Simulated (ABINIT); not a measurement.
Entries from a set of simulations; values are calculated unless marked as measured.

```cif
data_cspbi2br
_symmetry_space_group_name_H-M 'P4/mmm'
_symmetry_Int_Tables_number 123
_cell_length_a 6.3753
_cell_length_b 6.3753
_cell_length_c 5.9622
_cell_angle_alpha 90.000
_cell_angle_beta 90.000
_cell_angle_gamma 90.000
_cell_volume 242.33
loop_
_atom_site_label
_atom_site_type_symbol
_atom_site_symmetry_multiplicity
_atom_site_Wyckoff_symbol
_atom_site_fract_x
_atom_site_fract_y
_atom_site_fract_z
_atom_site_occupancy
Cs1 Cs 1 d 0.50000 0.50000 0.50000 1
Pb1 Pb 1 a 0.00000 0.00000 0.00000 1
I1 I 2 f 0.00000 0.50000 0.00000 1
Br1 Br 1 b 0.00000 0.00000 0.50000 1
_calc_subject 'Beyond one shot: CsPbI2Br (P4/mmm)'
_calc_method 'RPA screening on PBE from quasiparticle energies and orbitals, plane waves, norm-conserving pseudopotentials (and 4 further levels or steps)'
_calc_program 'ABINIT 10.8.3'
_calc_settings 'cutoff 34 Ha, PseudoDojo scalar-relativistic 0.4 stringent, norm-conserving, ngkpt (2, 2, 2), nband 148, ecuteps 3.2 Ha, gwcalctyp 27, nfreqre 1, inclvkb 2, shiftk (0, 0, 0), symchi 1, awtr 1, frequency static, cycle 8, q points all but q = 0, 2×2×2 k-mesh'
_calc_cost '25 runs, 25 min in all on 8 MPI ranks of Intel Xeon Platinum 8488C (Sapphire Rapids), shared host'
_calc_notes 'The program’s warnings: nproc spkpt=  >= nkpt= * nsppol=. The cell and positions are those that the Materials Project relaxed with its own functionals (PBE, PBE+U or r2SCAN), kept fixed. Limits: no spin-orbit coupling. The 2×2×2 mesh is coarse for this cell, which bears on the long-range parts of exchange and screening.'
_calc_g0w0 '2.523 eV'
_calc_self_consistent_cohsex_cycle_1 '2.955 eV'
_calc_self_consistent_cohsex_cycle_2 '3.416 eV'
_calc_self_consistent_cohsex_cycle_3 '3.478 eV'
_calc_self_consistent_cohsex_cycle_4 '3.454 eV'
_calc_self_consistent_cohsex_cycle_5 '3.420 eV'
_calc_self_consistent_cohsex_cycle_6 '3.395 eV'
_calc_self_consistent_cohsex_cycle_7 '3.378 eV'
_calc_self_consistent_cohsex_cycle_8 '3.369 eV'
_calc_known_limits 'short of the basis limit; no spin-orbit coupling; coarse k mesh'
```

[Long decimals in the printed logs are rounded to 6 places.]

[Logs are printed without paths, hosts, clocks, repeated set-up lines and the standing remarks that a program may print on its own settings, such as how far it seeks lower states.]

[Paths, hosts, dates, memory and timing lines, banners, echoed tables and standing remarks are left out of the program output; an Ansatz launch command may be rebuilt from the run's recorded settings. Measured values are a selection of at most five: reports struck by readers or far from the other reports are left out. None is set beside runs whose start may be inverted or whose files or cutoffs have a known fault.]

[Runs of the session that timed out or met a known fault of the program may be left out.]

[Hosts, paths, dates, database ids (printed as entryN), source tags and the programs' standing remarks are cut or masked in the printed files.]

[G0W0 gaps are taken among the corrected bands and points alone; a level outside them can change the order at an edge.]

[Where Ansatz stands beside ABINIT at settings called matched, ABINIT's density can come from a denser mesh and the files from another edition; pairs whose starting gaps differed by over 0.03 eV were left out, so agreement reads better than it is.]
